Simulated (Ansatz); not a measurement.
System: SnO2 (Cassiterite).

Symmetry: P4_2/mnm, No. 136, tetragonal system. The conventional cell has a = 4.738 Å, b = 4.738 Å, c = 3.187 Å, α = 90.00°, β = 90.00°, γ = 90.00°. Sn has 6 O at 2.05 to 2.06 Å nearest. O has 3 Sn at 2.05 to 2.06 Å nearest. Farther neighbours and most contacts between anions are not listed.

```
Sn O
1.0
     4.73800    0.00000    0.00000
     0.00000    4.73800    0.00000
     0.00000    0.00000    3.18650
Sn O
2 4
Direct
  0.00000 0.00000 0.00000
  0.50000 0.50000 0.50000
  0.30710 0.30710 0.00000
  0.19290 0.80710 0.50000
  0.69290 0.69290 0.00000
  0.80710 0.19290 0.50000
```

The cell and positions come from the Crystallography Open Database and are kept as given unless a step says otherwise. PAW set soft_2, made with PBE.

Gaps computed with Ansatz 0.2.0 without a self-energy: PBE 1.28 eV, PBE+SOC 1.29 eV and HSE06 3.04 eV.

What gap should G0W0 on PBE give (4×4×6 mesh, 566 empty bands, screening to 230 eV, default PAW files)?

About 2.84 eV: on its mesh the run moves the gap from 1.28 eV by +1.56 eV. Among the scalar-relativistic levels given, HSE06 is nearest (+0.20 eV). Bands and cutoff are finite, so the gap is not at the basis limit. The miss can reach some tenths of an eV and take either sign; the mesh is an error of its own. The many-body steps are scalar-relativistic: spin-orbit coupling is not in them.

[Paths, hosts, dates, memory and timing lines, banners, echoed tables and standing remarks are left out of the program output.]

[Logs are printed without paths, hosts, clocks, repeated set-up lines and the standing remarks that a program may print on its own settings, such as how far it seeks lower states.]

[Runs of the session that timed out or met a known fault of the program may be left out.]

[Cells called generated may have been cut or substituted from an entry of the Crystallography Open Database or the Materials Project.]

[Hosts, paths, dates, database ids (printed as entryN), source tags and the programs' standing remarks are cut or masked in the printed files.]
